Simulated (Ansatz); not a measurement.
**GaAs wire along [110], 8 atoms a period, H-terminated: bands under strain**

Aim: is the GaAs wire along [110], 8 atoms a period, H-terminated a metal or a semiconductor?

Method: DFT PBE, plane waves, PAW; relaxation of a wire's period, in the first sound run; inputs show where later runs differ, in Ansatz 0.2.0.

Most raw output is cut from this account.

### Step 1. Starting point

The cell holds 16 atoms: 8 H, 4 Ga and 4 As. Cell: a = 15.795 Å, b = 13.446 Å, c = 4.066 Å, α = 90.0°, β = 90.0°, γ = 90.0°. Vacuum lies along a and b. The structure's axis is c.

### Step 2. The relaxed wire

Band widths follow the bond lengths, so the wire is relaxed first. The atoms and the third cell vector are free; the box across stays fixed as vacuum. A Fermi-Dirac smearing is set since the result may be a metal. The pressure printed is a third of the stress's trace over the whole box, vacuum included; only the stress along the axis is relaxed.

input.yaml reads:

```yaml
crystal:
  lattice:
    - [15.795, 0.0, 0.0]
    - [0.0, 13.446, 0.0]
    - [0.0, 0.0, 4.0658639918]
  atoms:
    - { symbol: H, position: [0.397277619, 0.252863305, 0.0] }
    - { symbol: Ga, position: [0.455030923, 0.348807422, 0.0] }
    - { symbol: H, position: [0.215257993, 0.595943864, 0.5] }
    - { symbol: H, position: [0.215257993, 0.40405563, 0.5] }
    - { symbol: Ga, position: [0.273011296, 0.499999747, 0.5] }
    - { symbol: As, position: [0.546040736, 0.651192071, 0.5] }
    - { symbol: As, position: [0.546040736, 0.348807422, 0.5] }
    - { symbol: H, position: [0.602697458, 0.745314465, 0.5] }
    - { symbol: H, position: [0.602697458, 0.254685029, 0.5] }
    - { symbol: Ga, position: [0.637050549, 0.499999747, 0.5] }
    - { symbol: As, position: [0.36402111, 0.499999747, 0.0] }
    - { symbol: H, position: [0.397277619, 0.747136188, 0.0] }
    - { symbol: Ga, position: [0.455030923, 0.651192071, 0.0] }
    - { symbol: As, position: [0.728060362, 0.499999747, 0.0] }
    - { symbol: H, position: [0.784717084, 0.59412214, 0.0] }
    - { symbol: H, position: [0.784717084, 0.405877353, 0.0] }
kpoints:
  mp_grid: { grid: [1, 1, 20] }
scf:
  occupations: { method: fermi_dirac, width: 0.05 }
hamiltonian:
  xc: pbe
relax:
  cell: { fix: [a, b, alpha, beta, gamma] }
  max_steps: 45
  f_tol: 0.03
```

Run with:

```
ansatz run input.yaml --threads 4 --pin off --max-ram 16384MiB --backend cpu --events-out ev --progress --plain --runs-dir out
```

Wall time 89 s (4 threads of Arm Neoverse V1, shared host); peak memory 1.8 GiB; 5.8 min of CPU time.

Step by step:

```csv
step,energy less that of the first step (eV),largest force component (eV/Å),pressure (GPa),volume (Å³)
1,0.0000,0.9092,-0.26,863.51
2,-0.2752,0.6448,-0.10,869.65
3,-0.3521,0.1495,-0.02,874.99
4,-0.3561,0.0174,0.01,878.39
5*,-0.3587,0.0173,0.01,878.39
```

Relaxation steps marked * repeat the geometry before them on a plane-wave basis chosen anew for their cell, so energy and pressure can jump there.

The run keeps the 4 symmetry operations that it works with, so distortions that break them were not tested.

```csv
cell as run,before,after,change
c (Å),4.066,4.136,+1.7 %
```

The atoms that moved most (Å, along periodic axes as changes of fractional coordinates times the final cell, across vacuum about the mean position):

```csv
atom,dx,dy,dz,length
H4,0.150,-0.094,0.000,0.177
H3,0.150,0.094,0.000,0.177
H8,0.017,-0.167,0.000,0.168
H9,0.017,0.167,0.000,0.168
H12,0.110,0.101,0.000,0.149
H1,0.110,-0.101,0.000,0.149
H16,-0.001,0.119,0.000,0.119
H15,-0.001,-0.119,0.000,0.119
```

Numbers from this step:

| Item | Value |
| --- | --- |
| cell length along the wire | 4.136 Å |

The cell's length comes to 4.136 Å with spin left out.

### Step 3. Bands of the perfect wire

This step: DFT PBE, plane waves, PAW; bands of a perfect wire (Ansatz 0.2.0).

At the relaxed period the bands are computed along the axis; those that cross an energy going forward count the channels that a perfect wire would open there.

input.yaml reads:

```yaml
crystal:
  lattice:
    - [15.795, 0.0, 0.0]
    - [0.0, 13.446, 0.0]
    - [0.0, 0.0, 4.1359588126]
  atoms:
    - { symbol: H, position: [0.404265469, 0.245381624, 0.0] }
    - { symbol: Ga, position: [0.448966688, 0.349154765, 0.0] }
    - { symbol: H, position: [0.224767022, 0.602945399, 0.5] }
    - { symbol: H, position: [0.224767022, 0.397054601, 0.5] }
    - { symbol: Ga, position: [0.271260094, 0.5, 0.5] }
    - { symbol: As, position: [0.541339271, 0.646153551, 0.5] }
    - { symbol: As, position: [0.541339271, 0.353846449, 0.5] }
    - { symbol: H, position: [0.603776253, 0.732868858, 0.5] }
    - { symbol: H, position: [0.603776253, 0.267131142, 0.5] }
    - { symbol: Ga, position: [0.631303595, 0.5, 0.5] }
    - { symbol: As, position: [0.36445809, 0.5, 0.0] }
    - { symbol: H, position: [0.404265469, 0.754618376, 0.0] }
    - { symbol: Ga, position: [0.448966688, 0.650845235, 0.0] }
    - { symbol: As, position: [0.721565769, 0.5, 0.0] }
    - { symbol: H, position: [0.784684994, 0.585263064, 0.0] }
    - { symbol: H, position: [0.784684994, 0.414736936, 0.0] }
kpoints:
  mp_grid: { grid: [1, 1, 20] }
  band_path: { path: ["Γ", Z], npoints: 90 }
scf:
  occupations: { method: fermi_dirac, width: 0.05 }
hamiltonian:
  xc: pbe
output:
  dos: { e_range: [-5, 4] }
  write_potential: true
  write_density: true
  volumetric_format: npy
```

Wall time 2.2 min (4 threads); peak memory 3.6 GiB.

This step gave:

| Property | Result |
| --- | --- |
| band gap | 1.358 eV |

Electronic bands along the path, in eV, zero at the Fermi level; v1 is the highest filled band, c1 the lowest empty one:

```csv
point,v4,v3,v2,v1,c1,c2,c3,c4
Γ,-1.78,-1.67,-1.50,-0.68,0.67,1.45,1.57,2.10
halfway,-2.26,-1.99,-1.82,-1.32,1.90,2.08,2.20,2.59
Z,-2.27,-2.17,-2.06,-2.00,1.76,1.96,2.21,2.42
```

The gap is 1.36 eV, with spin left out.

The path shows a direct gap of 1.36 eV (valence top at Γ, conduction bottom at Γ).

### Step 4. Strain along the wire, period over the relaxed period 0.96, k-mesh 1×1×16

This step: DFT PBE, plane waves, PAW; relaxation at a fixed period (Ansatz 0.2.0).

The period is set to 0.96 times the relaxed one and the atoms relax within it: strain changes bond lengths and angles, which shifts the bands against each other. Against the first PBE run of this kind, the mesh along the wire has 16 points against 20.

The cell differs from the one that the last finished run ended in (c 4.136 → 3.971 Å).

Edit input.yaml of step 3 so:

```diff
@@ -4,3 +4,3 @@
     - [0.0, 13.446, 0.0]
-    - [0.0, 0.0, 4.1359588126]
+    - [0.0, 0.0, 3.9705204601]
   atoms:
@@ -23,3 +23,3 @@
 kpoints:
-  mp_grid: { grid: [1, 1, 20] }
+  mp_grid: { grid: [1, 1, 16] }
   band_path: { path: ["Γ", Z], npoints: 90 }
@@ -29,6 +29,6 @@
   xc: pbe
+relax:
+  max_steps: 40
+  f_tol: 0.02
 output:
-  dos: { e_range: [-5, 4] }
-  write_potential: true
-  write_density: true
-  volumetric_format: npy
+  stress: true
```

Elapsed: 2.3 min, on 4 threads; peak memory 3.5 GiB; 9.2 min of CPU time.

Step by step:

```csv
step,energy less that of the first step (eV),largest force component (eV/Å)
1,0.0000,0.3881
2,-0.0374,0.0661
3,-0.0381,0.0189
```

Forces are held to the 4 operations that the run works with; a distortion that breaks them can't arise in this run.

The atoms that moved most (Å):

```csv
atom,dx,dy,dz,length
As14,0.079,0.000,0.000,0.079
H4,-0.074,0.004,0.000,0.074
H3,-0.074,-0.004,0.000,0.074
H16,0.072,-0.004,0.000,0.072
H15,0.072,0.004,0.000,0.072
Ga5,-0.067,0.000,0.000,0.067
As7,0.032,-0.002,0.000,0.032
As6,0.032,0.002,0.000,0.032
```

The relaxed structure:

```xyz
16
Lattice="15.7950 0.0000 0.0000 0.0000 13.4460 0.0000 0.0000 0.0000 3.9705" Properties=species:S:1:pos:R:3
H     6.3553    3.2952    0.0000
Ga    7.0661    4.6875    0.0000
H     3.4762    8.1034    1.9853
H     3.4762    5.3426    1.9853
Ga    4.2174    6.7230    1.9853
As    8.5822    8.6899    1.9853
As    8.5822    4.7561    1.9853
H     9.5518    9.8690    1.9853
H     9.5518    3.5770    1.9853
Ga    9.9927    6.7230    1.9853
As    5.7450    6.7230    0.0000
H     6.3553   10.1508    0.0000
Ga    7.0661    8.7585    0.0000
As   11.4760    6.7230    0.0000
H    12.4659    7.8736    0.0000
H    12.4659    5.5724    0.0000
```

The electronic bands at the labelled points (eV, zero at the Fermi level; v1 is the highest filled band, c1 the lowest empty one):

```csv
point,v4,v3,v2,v1,c1,c2,c3,c4
Γ,-1.90,-1.85,-1.70,-0.68,0.68,1.32,1.46,1.96
halfway,-2.63,-2.30,-2.11,-1.69,1.51,1.66,1.87,2.23
Z,-2.50,-2.47,-2.46,-2.40,1.31,1.48,1.81,2.01
```

The gap is 1.36 eV, against 1.36 eV under PBE at the relaxed period.

### Step 5. At a strained period, period over the relaxed period 0.98, k-mesh 1×1×15

The period is set to 0.98 times the relaxed one and the atoms relax within it: strain changes bond lengths and angles, which shifts the bands against each other. Against the first PBE run of this kind, the mesh along the wire has 15 points against 20.

The cell differs from the one that the last finished run ended in (c 3.971 → 4.053 Å).

Edit input.yaml of step 4 so:

```diff
@@ -4,3 +4,3 @@
     - [0.0, 13.446, 0.0]
-    - [0.0, 0.0, 3.9705204601]
+    - [0.0, 0.0, 4.0532396363]
   atoms:
@@ -23,3 +23,3 @@
 kpoints:
-  mp_grid: { grid: [1, 1, 16] }
+  mp_grid: { grid: [1, 1, 15] }
   band_path: { path: ["Γ", Z], npoints: 90 }
```

It took 2.3 min on 4 threads; peak memory 3.6 GiB; 9.1 min of CPU time.

The steps of the relaxation:

```csv
step,energy less that of the first step (eV),largest force component (eV/Å)
1,0.0000,0.1780
2,-0.0085,0.0226
3,-0.0087,0.0101
```

The run keeps the 4 symmetry operations that it works with, so distortions that break them were not tested.

The atoms that moved most (Å):

```csv
atom,dx,dy,dz,length
As14,0.041,0.000,0.000,0.041
H4,-0.039,0.002,0.000,0.039
H3,-0.039,-0.002,0.000,0.039
H16,0.038,-0.002,0.000,0.038
H15,0.038,0.002,0.000,0.038
Ga5,-0.037,0.000,0.000,0.037
As7,0.015,0.001,0.000,0.015
As6,0.015,-0.001,0.000,0.015
```

The relaxed structure:

```xyz
16
Lattice="15.7950 0.0000 0.0000 0.0000 13.4460 0.0000 0.0000 0.0000 4.0532" Properties=species:S:1:pos:R:3
H     6.3738    3.2963    0.0000
Ga    7.0784    4.6922    0.0000
H     3.5108    8.1055    2.0266
H     3.5108    5.3405    2.0266
Ga    4.2476    6.7230    2.0266
As    8.5657    8.6875    2.0266
As    8.5657    4.7585    2.0266
H     9.5433    9.8603    2.0266
H     9.5433    3.5857    2.0266
Ga    9.9839    6.7230    2.0266
As    5.7471    6.7230    0.0000
H     6.3738   10.1497    0.0000
Ga    7.0784    8.7538    0.0000
As   11.4384    6.7230    0.0000
H    12.4325    7.8711    0.0000
H    12.4325    5.5749    0.0000
```

The gap is 1.36 eV, against 1.36 eV under PBE at the relaxed period.

### Step 6. Strain along the wire, period over the relaxed period 1.02, k-mesh 1×1×15

The period is set to 1.02 times the relaxed one and the atoms relax within it: strain changes bond lengths and angles, which shifts the bands against each other. Against the first PBE run of this kind, the mesh along the wire has 15 points against 20.

The cell differs from the one that the last finished run ended in (c 4.053 → 4.219 Å).

Edit input.yaml of step 5 so:

```diff
@@ -4,3 +4,3 @@
     - [0.0, 13.446, 0.0]
-    - [0.0, 0.0, 4.0532396363]
+    - [0.0, 0.0, 4.2186779888]
   atoms:
```

Elapsed: 2.4 min, on 4 threads; peak memory 3.7 GiB.

The steps of the relaxation:

```csv
step,energy less that of the first step (eV),largest force component (eV/Å)
1,0.0000,0.1675
2,-0.0077,0.0412
3,-0.0085,0.0068
```

Forces are held to the 4 operations that the run works with; a distortion that breaks them can't arise in this run.

The atoms that moved most (Å):

```csv
atom,dx,dy,dz,length
As14,-0.038,0.000,0.000,0.038
H3,0.035,0.003,0.000,0.035
H4,0.035,-0.003,0.000,0.035
H15,-0.033,-0.004,0.000,0.033
H16,-0.033,0.004,0.000,0.033
Ga5,0.027,0.000,0.000,0.027
H12,0.026,0.003,0.000,0.026
H1,0.026,-0.003,0.000,0.026
```

The relaxed structure:

```xyz
16
Lattice="15.7950 0.0000 0.0000 0.0000 13.4460 0.0000 0.0000 0.0000 4.2187" Properties=species:S:1:pos:R:3
H     6.4116    3.2959    0.0000
Ga    7.1026    4.6997    0.0000
H     3.5854    8.1104    2.1093
H     3.5854    5.3356    2.1093
Ga    4.3118    6.7230    2.1093
As    8.5327    8.6856    2.1093
As    8.5327    4.7604    2.1093
H     9.5252    9.8467    2.1093
H     9.5252    3.5993    2.1093
Ga    9.9611    6.7230    2.1093
As    5.7561    6.7230    0.0000
H     6.4116   10.1501    0.0000
Ga    7.1026    8.7463    0.0000
As   11.3590    6.7230    0.0000
H    12.3615    7.8658    0.0000
H    12.3615    5.5802    0.0000
```

The gap is 1.36 eV, against 1.36 eV under PBE at the relaxed period.

### Step 7. Strain along the wire, period over the relaxed period 1.04, k-mesh 1×1×14

The period is set to 1.04 times the relaxed one and the atoms relax within it: strain changes bond lengths and angles, which shifts the bands against each other. Against the first PBE run of this kind, the mesh along the wire has 14 points against 20.

The cell differs from the one that the last finished run ended in (c 4.219 → 4.301 Å).

Edit input.yaml of step 6 so:

```diff
@@ -4,3 +4,3 @@
     - [0.0, 13.446, 0.0]
-    - [0.0, 0.0, 4.2186779888]
+    - [0.0, 0.0, 4.3013971651]
   atoms:
@@ -23,3 +23,3 @@
 kpoints:
-  mp_grid: { grid: [1, 1, 15] }
+  mp_grid: { grid: [1, 1, 14] }
   band_path: { path: ["Γ", Z], npoints: 90 }
```

It took 2.5 min on 4 threads; peak memory 3.8 GiB; 9.8 min of CPU time.

Relaxation path:

```csv
step,energy less that of the first step (eV),largest force component (eV/Å)
1,0.0000,0.3095
2,-0.0253,0.1061
3,-0.0303,0.0125
4,-0.0303,0.0125
```

Forces are held to the 4 operations that the run works with; a distortion that breaks them can't arise in this run.

The atoms that moved most (Å):

```csv
atom,dx,dy,dz,length
As14,-0.080,0.000,0.000,0.080
H3,0.076,0.006,0.000,0.076
H4,0.076,-0.006,0.000,0.076
H15,-0.070,-0.006,0.000,0.070
H16,-0.070,0.006,0.000,0.070
Ga5,0.061,0.000,0.000,0.061
H12,0.046,0.005,0.000,0.046
H1,0.046,-0.005,0.000,0.046
```

The relaxed structure:

```xyz
16
Lattice="15.7950 0.0000 0.0000 0.0000 13.4460 0.0000 0.0000 0.0000 4.3014" Properties=species:S:1:pos:R:3
H     6.4312    3.2945    0.0000
Ga    7.1146    4.7024    0.0000
H     3.6257    8.1134    2.1507
H     3.6257    5.3326    2.1507
Ga    4.3460    6.7230    2.1507
As    8.5159    8.6858    2.1507
As    8.5159    4.7602    2.1507
H     9.5151    9.8415    2.1507
H     9.5151    3.6045    2.1507
Ga    9.9473    6.7230    2.1507
As    5.7629    6.7230    0.0000
H     6.4312   10.1515    0.0000
Ga    7.1146    8.7436    0.0000
As   11.3170    6.7230    0.0000
H    12.3239    7.8630    0.0000
H    12.3239    5.5830    0.0000
```

The gap is 1.36 eV, against 1.36 eV under PBE at the relaxed period.

### Step 8. Strain along the wire, period over the relaxed period 1.06, k-mesh 1×1×14

The period is set to 1.06 times the relaxed one and the atoms relax within it: strain changes bond lengths and angles, which shifts the bands against each other. Against the first PBE run of this kind, the mesh along the wire has 14 points against 20.

The cell differs from the one that the last finished run ended in (c 4.301 → 4.384 Å).

Edit input.yaml of step 7 so:

```diff
@@ -4,3 +4,3 @@
     - [0.0, 13.446, 0.0]
-    - [0.0, 0.0, 4.3013971651]
+    - [0.0, 0.0, 4.3841163413]
   atoms:
```

Wall time 2.6 min (4 threads); peak memory 3.9 GiB; 10 min of CPU time.

The gap is 1.37 eV, against 1.36 eV under PBE at the relaxed period.

### Step 9. The series together

Times are for 4 threads of Arm Neoverse V1, shared host. Results by setting:

```csv
no.,period over the relaxed period,k-mesh,pressure (GPa),band gap (eV),time,memory (GiB)
1,0.96,1×1×16,0.2809,1.358,2.3 min,3.5
2,0.98,1×1×15,0.1347,1.363,2.3 min,3.6
3,1.02,1×1×15,-0.1078,1.360,2.4 min,3.7
4,1.04,1×1×14,-0.2071,1.361,2.5 min,3.8
5,1.06,1×1×14,-0.3073,1.369,2.6 min,3.9
```

### Step 10. Results

```
cell length, PBE           : 4.136 Å
gap, PBE                   : 1.36 eV
gap, period scaled by 0.96 : 1.36 eV
gap, period scaled by 0.98 : 1.36 eV
gap, period scaled by 1.02 : 1.36 eV
gap, period scaled by 1.04 : 1.36 eV
gap, period scaled by 1.06 : 1.37 eV
```

**Reading.** Under PBE the cell's length is 4.14 Å, and a gap of 1.36 eV makes it a semiconductor. Plain hydrogen on a compound's surface is a simple closure: it may leave surface states, and facets that end in unlike atoms put a field across the wire, both of which shrink the gap.

[Logs are printed without paths, hosts, clocks, repeated set-up lines and the standing remarks that a program may print on its own settings, such as how far it seeks lower states.]

[Hosts, paths, dates, database ids (printed as entryN), source tags and the programs' standing remarks are cut or masked in the printed files.]
